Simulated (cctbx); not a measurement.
# Na2Ir across an absorption edge

Space group Fm-3m (no. 225), a = 6.2440 Å, b = 6.2440 Å, c = 6.2440 Å, α = 90.00°, β = 90.00°, γ = 90.00°.

```csv
atom,mult.,x,y,z,Ueq (Å²)
Ir1,4,0,0,0,0.0078
Na1,8,1/4,3/4,3/4,0.0121
```

The model is made up (kin elements in a known structure type, no relaxation), so it says nothing on whether the phase exists.

Calculated with cctbx: free-atom f′ and f″ from the Sasaki tables, no fine structure; amplitudes in electrons.

```csv
E (eV),F 1 3 1,F 3 3 3,F 0 2 2,F 2 4 4
10615,197.2,149.7,271.9,102.7
10965,190.5,143.4,265.0,96.6
11095,185.0,138.3,259.5,91.7
11155,179.8,133.4,254.2,87.0
11185,174.6,128.5,249.0,82.4
11200,169.6,123.8,243.8,77.8
11207,165.1,119.6,239.3,73.8
11211,160.5,115.3,234.7,69.7
11219,161.0,117.0,233.9,74.0
11223,167.3,122.8,240.4,79.2
11230,172.5,127.6,245.7,83.6
11245,178.0,132.6,251.3,88.2
11275,183.4,137.6,256.8,92.8
11365,190.1,143.8,263.7,98.5
11615,197.3,150.4,271.1,104.6
```

**Question.** Which edge is crossed, and why do the reflections move as they do?

The L3 edge of Ir. The edge is at 11215 eV. f′ of Ir falls from -12.1 e at 11095 eV to -18.5 e at 4 eV below it, and f″ steps from 3.86 to 10.19 e across it. Over that approach |F| changes by -13 % (1 3 1), -17 % (3 3 3), -10 % (0 2 2) and -24 % (2 4 4): a reflection falls where Ir scatters in phase with the total and rises where it scatters against it; it hardly moves where the Ir term is small or cancels by symmetry. Above the edge the larger f″ enters the imaginary part, where it can add to or cancel the other atoms' f″. The structure is centrosymmetric, so Friedel mates stay equal.

[Logs are printed without paths, hosts, clocks, repeated set-up lines and the standing remarks that a program may print on its own settings, such as how far it seeks lower states.]
